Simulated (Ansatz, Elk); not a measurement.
# Bonding as seen by X-rays: SrV, part 2 of 2

The structure of SrV used here is made up (a known structure type with other elements) and was relaxed beforehand with PBEsol. The aim is the Fourier transform of its all-electron density, F(hkl), set beside the sum over free spherical atoms that refinements use.

Elk 11.2.3 (patched build); all-electron DFT.

So far: The structure; Ground state and structure factors; The magnetisation density; The highest occupied states alone.

The structure was built from a prototype and need not be the compound's stable phase.

### Step 5. Another functional

Level of this step: DFT, LDA (Perdew-Wang), all-electron APW+lo, Dirac cores, scalar-relativistic bands, static density, ferromagnetic start (Elk).

The difference from free atoms is small, so it is set against the change that LDA (Perdew-Wang) makes.

elk.in

```
tasks
  0
  195
  196

xctype
  3

spinpol
  .true.

rgkmax
  7.0

gmaxvr
  14.0

lmaxo
  7

lmaxapw
  8

swidth
  0.002

tshift
  .false.

ramdisk
  .false.

hmaxvr
  5.5

maxscl
  120

epspot
  1e-06

reducebf
  0.8

sppath
  './'

avec
  7.41339558691 0.00000000000 0.00000000000
  0.00000000000 7.41339558691 0.00000000000
  0.00000000000 0.00000000000 7.41339558691

atoms
  2
  'Sr.in'
  1
  0.5000000000 0.5000000000 0.5000000000   0.000000 0.000000 0.000000
  'V.in'
  1
  0.0000000000 0.0000000000 0.0000000000   0.000000 0.000000 -0.170000

ngridk
  5 5 5
```

Started as:

```sh
$ OMP_NUM_THREADS=4 elk
```

Numbers of over 12 decimals in the logs are rounded to 6 here.

The program printed:

```text
┌─────────────────────────┐
│ Elk code version 11.2.3 │
└─────────────────────────┘

All units are atomic (Hartree, Bohr, etc.)

┌─────────────────────────────────────────────────┐
│ Ground-state run starting from atomic densities │
└─────────────────────────────────────────────────┘

Lattice vectors :
   7.413395587       0.000000000       0.000000000
   0.000000000       7.413395587       0.000000000
   0.000000000       0.000000000       7.413395587

Reciprocal lattice vectors :
  0.8475448576       0.000000000       0.000000000
[...]
total in muffin-tins        :    57.39237110
 total calculated charge     :    60.99999591
 total charge                :    61.00000000
 error                       :   0.4087813764E-05

Moments :
 interstitial                :    1.332250286
 muffin-tins
  species : 1 (Sr)
   atom 1                    :   0.1853900561
  species : 2 (V)
   atom 1                    :    2.971593969
 total in muffin-tins        :    3.156984025
 total moment                :    4.489234311

┌──────────────────────────────┐
│ Self-consistent loop stopped │
└──────────────────────────────┘

Wrote STATE.OUT
[key lines of the parts left out:]
total energy                :     -4123.4972556233
```

Wall time 17 s (4 threads of Arm Neoverse V1, shared host); peak memory 0.16 GiB; 43 s of CPU time.

Against the first run R = 0.06 %; the largest change is -0.036 at 500. The moment goes from 4.76 to 4.49 μB.

### Step 6. Basis size

The basis and the expansions that go with it are enlarged, to see whether the differences are converged.

elk.in, as its differences from that of step 5:

```diff
@@ -6,3 +6,3 @@
 xctype
-  3
+  20
 
@@ -12,12 +12,12 @@
 rgkmax
-  7.0
+  8.5
 
 gmaxvr
-  14.0
+  18.0
 
 lmaxo
-  7
+  9
 
 lmaxapw
-  8
+  10
```

Started as:

```sh
$ OMP_NUM_THREADS=4 elk
```

The program printed:

```text
┌─────────────────────────┐
│ Elk code version 11.2.3 │
└─────────────────────────┘

All units are atomic (Hartree, Bohr, etc.)

┌─────────────────────────────────────────────────┐
│ Ground-state run starting from atomic densities │
└─────────────────────────────────────────────────┘

Lattice vectors :
   7.413395587       0.000000000       0.000000000
   0.000000000       7.413395587       0.000000000
   0.000000000       0.000000000       7.413395587

Reciprocal lattice vectors :
  0.8475448576       0.000000000       0.000000000
[...]
total in muffin-tins        :    57.39198088
 total calculated charge     :    60.99997172
 total charge                :    61.00000000
 error                       :   0.2827765210E-04

Moments :
 interstitial                :    1.475532827
 muffin-tins
  species : 1 (Sr)
   atom 1                    :   0.2028186449
  species : 2 (V)
   atom 1                    :    3.035842918
 total in muffin-tins        :    3.238661563
 total moment                :    4.714194389

┌──────────────────────────────┐
│ Self-consistent loop stopped │
└──────────────────────────────┘

Wrote STATE.OUT
[key lines of the parts left out:]
total energy                :     -4129.0980439080
```

Elapsed: 79 s, on 4 threads; peak memory 0.42 GiB; 3.4 min of CPU time.

Against the first run R = 0.01 %; the largest change is +0.007 at 200. The moment goes from 4.76 to 4.71 μB.

### Step 7. A coarser k-mesh

About half the k-points along each axis test the sampling.

elk.in, as its differences from that of step 6:

```diff
@@ -12,12 +12,12 @@
 rgkmax
-  8.5
+  7.0
 
 gmaxvr
-  18.0
+  14.0
 
 lmaxo
-  9
+  7
 
 lmaxapw
-  10
+  8
 
@@ -62,2 +62,2 @@
 ngridk
-  5 5 5
+  2 2 2
```

Started as:

```sh
$ OMP_NUM_THREADS=4 elk
```

The program printed:

```text
┌─────────────────────────┐
│ Elk code version 11.2.3 │
└─────────────────────────┘

All units are atomic (Hartree, Bohr, etc.)

┌─────────────────────────────────────────────────┐
│ Ground-state run starting from atomic densities │
└─────────────────────────────────────────────────┘

Lattice vectors :
   7.413395587       0.000000000       0.000000000
   0.000000000       7.413395587       0.000000000
   0.000000000       0.000000000       7.413395587

Reciprocal lattice vectors :
  0.8475448576       0.000000000       0.000000000
[...]
total in muffin-tins        :    57.37628026
 total calculated charge     :    60.99999249
 total charge                :    61.00000000
 error                       :   0.7507553164E-05

Moments :
 interstitial                :   0.6866754612
 muffin-tins
  species : 1 (Sr)
   atom 1                    :   0.6329816053E-01
  species : 2 (V)
   atom 1                    :    2.543685298
 total in muffin-tins        :    2.606983458
 total moment                :    3.293658920

┌──────────────────────────────┐
│ Self-consistent loop stopped │
└──────────────────────────────┘

Wrote STATE.OUT
[key lines of the parts left out:]
total energy                :     -4129.0920346350
```

The job ended after 20 s (4 threads; peak memory 0.22 GiB; 42 s of CPU time).

Against the first run R = 0.08 %; the largest change is -0.062 at 111. The moment goes from 4.76 to 3.29 μB.

### Step 8. Settings against the effect

| run | R against the first run (%) | R against neutral atoms, low angle (%) | wall time |
| --- | --- | --- | --- |
| PBE, rgkmax 7 | 0.00 | 0.11 | 33 s |
| LDA (Perdew-Wang) | 0.06 | 0.12 | 17 s |
| rgkmax 8.5 with larger expansions | 0.01 | 0.11 | 79 s |
| k-mesh 2×2×2 | 0.08 | 0.06 | 20 s |

### Step 9. What came out

- R against neutral atoms, sin θ/λ < 0.3 Å⁻¹: 0.11 %
- R against neutral atoms, 0.3 to 0.83 Å⁻¹: 0.21 %

What this shows: Independent neutral atoms miss the calculated amplitudes by R = 0.11 % below 0.3 Å⁻¹ and 0.21 % from there to 0.83 Å⁻¹; by shells, 0.53 % below 0.15 Å⁻¹ (1 form), 0.08 % 0.15 to 0.3 (4 forms), 0.13 % 0.3 to 0.45 (7 forms), 0.22 % above 0.45 (37 forms). Bonding, aspherical density and the tables' own atoms all enter these figures, and the runs don't part them. The largest change of an amplitude is -0.12 electrons, at 400. The magnetic order is that of the start. No other order was tried here, and an antiferromagnetic one would change or move the magnetic intensity. The window's part falls from 7.0 electrons at the origin to at most 0.30 between 0.45 and 0.83 Å⁻¹. Below 0.3 Å⁻¹ the changes that finished (LDA (Perdew-Wang), rgkmax 8.5 with larger expansions and k-mesh 2×2×2) move F by R = 0.09 % at most, against the 0.11 % that separates it from free atoms, so the difference from free atoms isn't resolved. A single amplitude moves by up to 0.06 electrons, against 0.12 for the largest difference from free atoms. The magnetic factors move by R = 4.3 % (LDA (Perdew-Wang)), 0.8 % (rgkmax 8.5 with larger expansions) and 18.1 % (k-mesh 2×2×2), so they aren't settled to better than that. Part of the difference isn't bonding: the tables are fits to free atoms and ions calculated by other methods than this functional. Thermal motion, anomalous dispersion and extinction are left out.

[Logs are printed without paths, hosts, clocks, repeated set-up lines and the standing remarks that a program may print on its own settings, such as how far it seeks lower states.]

[Hosts, paths, dates, database ids (printed as entryN), source tags and the programs' standing remarks are cut or masked in the printed files.]
